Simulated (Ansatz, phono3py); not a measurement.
# LiH (Fm-3m): lattice thermal conductivity, part 2 of 2

Aim: the lattice thermal conductivity of LiH against temperature, and which phonons carry it.

Measurements to reproduce:
- thermal conductivity 15 W/m/K near room temperature (given in “Combining the AFLOW GIBBS and Elastic Libraries to efficiently and robustly screen thermo-mechanical properties of solids”, 2017, arXiv:1611.05714)
- thermal conductivity 15 W/m/K near room temperature (given in “Predicting the lattice thermal conductivity of solids by solving the Boltzmann transport equation: AFLOW - AAPL an automated, accurate and efficient framework”, 2017, arXiv:1611.05481)

Ansatz 0.2.0; DFT LDA, scalar-relativistic, plane waves, PAW; PAW set soft_1.

So far, κ at 300 K (relaxation time) (W/m/K): step 6 (anharmonic force constants and conductivity, k-mesh 9×9×9 …) 27.4. Also highest frequency (cm⁻¹): step 6 1099. The relaxed cell has a = 3.908 Å (conventional setting).

The database entry behind the starting cell differs from later determinations by our own check (the deuteride, about 0.2 % short), so it need not match the best structure at ambient conditions.

## (7) Third-order constants and the Boltzmann equation, k-mesh 8×8×8, third order supercell 4×4×4

Pairs of atoms inside the cutoff are displaced in a supercell, the forces give the cubic constants, and these give the three-phonon rates of the Boltzmann equation.

Contents of input.yaml:

```yaml
crystal:
  lattice:
    - [0.0, 1.9541756064, 1.9541756064]
    - [1.9541756064, 0.0, 1.9541756064]
    - [1.9541756064, 1.9541756064, 0.0]
  atoms:
    - { symbol: Li, position: [0.0, 0.0, 0.0] }
    - { symbol: H, position: [0.5, 0.5, 0.5] }
kpoints:
  mp_grid: { grid: [8, 8, 8] }
hamiltonian:
  xc: lda
  pseudopotentials: { kind: paw, azcp: { folder: soft_1 }, xc_functional: pbe }
scf:
  occupations: { method: fixed }
  lower_state_search: "off"
output:
  eigenvalues: true
phonons:
  method: fd
  dielectric: true
  qmesh: [8, 8, 8]
  temperatures: { t_max: 1000, t_step: 50 }
  qpath:
    path:
      - [[0.0, 0.0, 0.0], [0.5, 0.0, 0.5], [0.625, 0.25, 0.625]]
      - [[0.375, 0.375, 0.75], [0.0, 0.0, 0.0], [0.5, 0.5, 0.5], [0.5, 0.25, 0.75], [0.5, 0.0, 0.5]]
    npoints: 10
  third_order: { supercell: [4, 4, 4], pair_cutoff: 2.914 }
  lattice_thermal_conductivity:
    qmesh: [27, 27, 27]
    temperatures: [100.0, 150.0, 200.0, 300.0, 400.0, 500.0]
    isotope_mass_variance:
      - { species: H, variance: 0.0001146 }
      - { species: Li, variance: 0.001459 }
    solution: relaxation_time
```

Run with:

```sh
$ ansatz run input.yaml --threads 8 --pin off --max-ram 19456MiB --backend cpu --events-out ev --progress --plain --runs-dir out
```

It took 9 min on 8 threads of Arm Neoverse V2, shared host; peak memory 8.7 GiB; 69 min of CPU time.

Numbers from this step:

```yaml
gamma_frequencies: 0, 0, 0, 645.9, 645.9, 645.9 cm⁻¹ (negative: imaginary)
zero_point_energy: 0.2352 eV/cell
highest_frequency: 1106 cm⁻¹
kappa_at_300_k_relaxation_time: 29.18 W/m/K
mean_free_path_at_half_of_kappa: 24.6 nm
share_of_kappa_above_the_three_lowest_branches: 0.034
periodic_aliases_dropped: 0
largest_relative_sum_rule_correction: 0.3095
displaced_cells_third_order: 75
```

LO-TO term included. The phonon branches at the labelled points (cm⁻¹):

```csv
point,branch 1,branch 2,branch 3,branch 4,branch 5,branch 6
Γ,0,0,0,646,646,1099
halfway,259,259,364,766,766,1081
X,337,337,450,858,858,1048
halfway,336,360,444,860,893,1035
U,331,410,424,856,956,997
jump to K,331,410,424,856,956,997
halfway,243,283,406,789,812,1083
Γ,0,0,0,646,646,1099
halfway,219,219,370,780,780,1100
L,299,299,540,835,835,1077
halfway,320,353,485,854,899,1037
W,374,402,402,913,960,960
halfway,356,359,437,888,890,1023
X,337,337,450,858,858,1048
```

Lattice thermal conductivity, RTA xx against temperature:

```csv
temperature (K),"lattice thermal conductivity, RTA xx (W/m/K)"
100,125
150,62.8
200,45.0
300,29.2
400,21.7
500,17.5
```

The modes has structure finer than the step of the table below, so its rows give means over 50 cm⁻¹, whole bins alone (the curve runs from -10 to 1150 cm⁻¹). Peaks (cm⁻¹: height): H 850.6: 0.0213, 1047.5: 0.0109; Li 325.5: 0.0199, 442.2: 0.0149.

Phonopy on the run's constants, 21x21x21 mesh, Gaussian sigma 8.3 cm⁻¹. Modes against wavenumber; means over each step; values in 1/cm⁻¹/cell:

```csv
wavenumber (cm⁻¹),H,Li
50,8.0e-6,7.2e-5
100,3.8e-5,3.2e-4
150,8.3e-5,9.1e-4
200,1.4e-4,0.00214
250,1.9e-4,0.00517
300,2.0e-4,0.0152
350,1.5e-4,0.0141
400,1.1e-4,0.00635
450,1.2e-4,0.0108
500,3.2e-5,0.00346
550,4.7e-7,3.6e-4
600,5.0e-8,0
650,2.0e-4,2.5e-5
700,0.00109,9.8e-5
750,0.00253,1.4e-4
800,0.00712,1.9e-4
850,0.0177,1.4e-4
900,0.00781,3.2e-5
950,0.00302,4.8e-6
1000,0.00426,4.2e-6
1050,0.0102,1.2e-4
1100,0.00499,3.1e-4
```

Distinct triplets, nearest first. Third order norms, by row:

```csv
sites,side 1 (Å),side 2 (Å),side 3 (Å),norm of the 27 components (eV/Å³)
Li-Li-Li,0,0,0,0
H-H-H,0,0,0,0
Li-H-H,0,1.95,1.95,4.943
Li-H-Li,0,1.95,1.95,5.11
Li-H-H,1.95,1.95,2.76,0.197
Li-H-Li,1.95,1.95,2.76,0.324
Li-Li-Li,0,2.76,2.76,1.521
Li-Li-Li,2.76,2.76,2.76,0.054
H-H-H,0,2.76,2.76,0.457
H-H-H,2.76,2.76,2.76,0.15
```

Born charge (rows field, columns displacement) (e), principal values of the symmetric part by kind of site:

```csv
atom,atoms with these values,low,middle,high,mean
Li1,1,1.02,1.02,1.02,1.02
H2,1,-1.02,-1.02,-1.02,-1.02
```

In full for H2:

```
-1.02  0.00  0.00
 0.00 -1.02  0.00
 0.00  0.00 -1.02
```

RTA, 300 K. Kappa by branch, by row:

```csv
branch (by rank),mean frequency (THz),mean rms speed (km/s),median lifetime (ps),share of kappa
1,8.84,2.43,1.88,0.195
2,9.64,3.25,2.1,0.423
3,13.03,3.41,0.698,0.349
4,24.88,2.36,0.214,0.006
5,25.82,3.56,0.369,0.024
6,31.52,1.97,0.06,0.004
```

Spectral kappa at 300 K, relaxation time (W/m/K/THz) against frequency; read off at these points:

frequency (THz), spectral kappa at 300 K, relaxation time (W/m/K/THz) and a bar:
```
      0.5       0.00 
      1.5       2.53 #################
      2.5       2.32 ################
      3.5       1.39 #########
      5.5       1.92 #############
      6.5       2.55 #################
      7.5       4.47 ##############################
      8.5       3.87 ##########################
      9.5       2.58 #################
     10.5       2.12 ##############
     11.5       1.25 ########
     13.5       0.42 ###
     14.5       0.16 #
     15.5       0.04 
     16.5       0.00 
     17.5       0.00 
     18.5       0.00 
     19.5       0.00 
     20.5       0.02 
     22.5       0.03 
     23.5       0.03 
     24.5       0.06 
     25.5       0.13 #
     26.5       0.20 #
     27.5       0.20 #
     28.5       0.17 #
     30.5       0.04 
     31.5       0.01 
     32.5       0.00 
     33.5       0.00
```

Relaxation-time solution. Share of κ carried by shorter paths against mean free path:

```csv
mean free path (nm),100 K,300 K,500 K
0.316,0,0.001,0.006
0.464,0,0.002,0.011
0.681,0,0.004,0.021
1,0,0.008,0.036
1.47,0,0.017,0.059
2.15,0,0.029,0.109
3.16,0,0.05,0.197
4.64,0.001,0.102,0.283
6.81,0.003,0.189,0.361
10,0.006,0.274,0.453
14.7,0.014,0.364,0.575
21.5,0.022,0.457,0.7
31.6,0.032,0.573,0.804
46.4,0.045,0.695,0.848
68.1,0.063,0.788,0.883
100,0.108,0.835,0.915
147,0.158,0.856,0.922
215,0.214,0.901,0.937
316,0.288,0.909,0.959
464,0.362,0.927,0.959
681,0.453,0.952,1
1000,0.496,0.952,1
1470,0.564,1,1
2150,0.611,1,1
3160,0.728,1,1
4640,0.775,1,1
6810,0.868,1,1
10000,0.868,1,1
14700,1,1,1
```

300 K; a sample spread over frequency. Mode lifetimes, by row, the first 40 of 90 rows:

```csv
q1,q2,q3,branch,frequency (THz),rms speed (km/s),three-phonon rate (1/ps),isotope rate (1/ps),lifetime (ps),mean free path (nm)
0,0,0.037,1,1.194,7.19,0.0431,4.65e-6,23.2,167
0.037,0.1111,0.1481,1,4.14,6.21,0.332,0.00171,3,18.6
0,0.1111,0.1852,1,5.358,5.6,0.374,0.00613,2.63,14.7
0,0.1111,-0.1852,1,6.264,4.26,0.605,0.0143,1.61,6.87
0.037,0.1852,-0.1481,1,6.79,4,0.552,0.0228,1.74,6.95
0,0.1852,0.2593,1,7.259,4.46,0.187,0.0339,4.52,20.2
0.037,0.0741,0.3333,2,7.675,3.78,0.343,0.0493,2.55,9.64
0.037,0.2593,0.2963,1,7.946,3.71,0.123,0.0628,5.37,19.9
0.037,0.1111,0.3704,2,8.221,3.52,0.275,0.082,2.8,9.85
0.037,0.2222,0.3704,1,8.424,3.29,0.206,0.1,3.27,10.8
0,0.2593,0.3333,1,8.621,2.91,0.0947,0.124,4.57,13.3
0.037,0.1481,0.4444,1,8.798,2.25,0.329,0.157,2.06,4.64
0.037,0.1852,0.4444,1,8.924,2.23,0.264,0.196,2.17,4.85
0,0.1111,-0.3333,2,9.038,3.2,0.221,0.238,2.18,6.98
0.037,0.1852,-0.3704,1,9.141,1.46,0.42,0.253,1.49,2.18
0,0.1852,-0.4074,1,9.275,1.13,0.395,0.263,1.52,1.71
0.1481,0.3333,-0.1852,1,9.365,2.74,0.352,0.27,1.61,4.41
0,0.3704,0.3704,1,9.491,1.84,0.085,0.277,2.77,5.08
0,0.1481,0.4815,2,9.591,2.84,0.365,0.294,1.52,4.31
0,0.3333,-0.3333,1,9.684,1.04,0.356,0.302,1.52,1.58
0.0741,0.3333,-0.4815,1,9.814,1.8,0.181,0.314,2.02,3.64
0.037,0.1852,-0.4815,2,9.901,2.88,0.356,0.329,1.46,4.21
0,0.2593,0.4444,2,10.01,3.24,0.241,0.343,1.71,5.55
0.1481,0.3333,-0.3333,1,10.08,1.91,0.315,0.37,1.46,2.79
0.1111,0.2222,-0.4444,2,10.22,2.83,0.324,0.278,1.66,4.71
0.1852,0.4074,-0.2222,1,10.34,2.41,0.322,0.252,1.74,4.19
0.037,0.2593,-0.2593,2,10.52,3.42,0.161,0.223,2.6,8.9
0.1481,0.4444,-0.3333,1,10.69,2.4,0.226,0.206,2.31,5.56
0.1852,0.4444,-0.3333,1,10.87,2.04,0.24,0.194,2.3,4.7
0.037,0.2963,-0.4444,2,11.11,3.09,0.586,0.206,1.26,3.9
0.1852,0.4815,-0.3333,2,11.37,2.14,0.401,0.165,1.77,3.77
0.0741,0.3333,-0.2963,2,11.67,2.7,0.593,0.159,1.33,3.59
0.1852,0.4444,-0.2963,2,11.98,2.31,0.513,0.131,1.55,3.58
0.2222,0.4815,-0.2963,3,12.39,2.04,0.564,0.0784,1.56,3.18
0.1852,0.4074,-0.2963,3,12.74,2.95,0.708,0.172,1.14,3.36
0,0.3704,0.3704,3,13.01,1.78,1.11,0.3,0.707,1.26
0,0.3704,0.4074,3,13.16,1.34,1.01,0.452,0.682,0.914
0.037,0.3704,0.4815,3,13.26,0.48,0.841,0.718,0.641,0.308
0.0741,0.4815,-0.4444,3,13.36,0.69,0.695,0.508,0.831,0.573
0.1481,0.3333,-0.4444,3,13.5,1.62,1.36,0.33,0.59,0.958
```

Without the LO-TO term. Gamma linewidths, by row:

```csv
branch,frequency (cm⁻¹),three-phonon rate (1/ps),isotope rate (1/ps),FWHM (cm⁻¹)
4,645.9,1.77,6.67e-30,9.4
5,645.9,1.77,6.67e-30,9.4
6,645.9,1.77,6.67e-30,9.4
```

W/m/K, third of the trace; RTA populations with a boundary rate v/L added to each mode (Matthiessen's rule). Kappa by grain size, by row:

```csv
T (K),bulk,10 nm,30 nm,100 nm,300 nm,1000 nm,10000 nm,100000 nm
100,125.2,4.785,10.88,23.31,40.43,63.13,103.6,121.8
300,29.03,9.843,15.47,21.08,24.68,27.06,28.75,29
```

W/m/K, third of the trace; RTA populations with the isotope rates scaled. Kappa by mass disorder, by row:

```csv
T (K),no isotopes,as typed,variance x 3,variance x 10,variance x 30
100,228,125.2,99.8,70.48,43.86
300,42.92,29.03,21.99,15.47,11.01
```

At 300 K the relaxation-time value is 29.2 W/(m K), 1.1 times that of the rung before.

## (8) The ladder

Ladder, by row:

```csv
cells or q mesh,k mesh,pair cutoff,atoms in the supercell,q-mesh of the transport sums,κ at 300 K (relaxation time) (W/m/K),κ at 300 K (full solution) (W/m/K),core-minutes
3x3x3,9x9x9,2.914,54,17×17×17,27.37,30.44,16.4
8x8x8,8x8x8,2.914,128,27×27×27,29.18,-,68.8
```

## (9) Summary of results

| Item | Value |
| --- | --- |
| highest frequency | 1106 cm⁻¹ |
| Debye temperature from the second moment | 1298 K |
| κ at 300 K (relaxation time) | 29.18 W/m/K |
| mean free path at half of κ | 24.6 nm |
| share of κ above the three lowest branches | 0.034 |

In words: The lattice of LiH conducts 29.2 W/(m K) at 300 K by LDA (mean over directions, relaxation-time solution). Above 300 K the relaxation-time κ falls as T^-1.00, near the 1/T law of three-phonon scattering. Grains of 100 nm would keep 73 % of the bulk value at 300 K, and grains of 1 µm 93 %. Removing the natural isotope disorder raises κ at 300 K by 48 %. The first rung (54 atoms, cutoff 2.91 Å) gave 27.4 W/(m K) by relaxation time for 0.24 times the cost of the last; the two share the cutoff and differ in supercell or meshes, so the cutoff itself is not tested. A measured thermal conductivity near room temperature is 15 W/m/K (arXiv:1611.05714); the calculated 29.2 W/m/K differs by +95 %. The relaxed cell is 12 % smaller in volume than the database cell, which stiffens most phonons and usually raises κ; no run here tested that. Four-phonon, defect and boundary scattering, which are left out, would lower the calculated value; thermal expansion is left out too. The last run computed the relaxation-time solution alone; it counts normal processes as resistive, so the full solution usually lies higher: on an earlier rung it gave 30.4 against 27.4 W/(m K). The sum rules changed one orbit of cubic constants by up to 31 %; by the manual a large change points to a short cutoff or, on a small and distant orbit, to noisy forces. The conductivities include the coherence part between close branches; the shares for grains, isotopes, branches and paths are of the relaxation-time populations alone. Cubic couplings among atoms farther apart than the pair cutoff are dropped, and neither the cutoff nor the q-mesh was shown to be converged here. The PAW files were made for PBE and are used here under another functional, for which the program regenerates the frozen cores. The cell of these runs is 12 % smaller in volume than the database cell; frequencies and all that rests on them shift with it.

[Logs are printed without paths, hosts, clocks, repeated set-up lines and the standing remarks that a program may print on its own settings, such as how far it seeks lower states.]

[Hosts, paths, dates, database ids (printed as entryN), source tags and the programs' standing remarks are cut or masked in the printed files.]

[A step with changed settings may run another functional than the one named; its input shows which.]
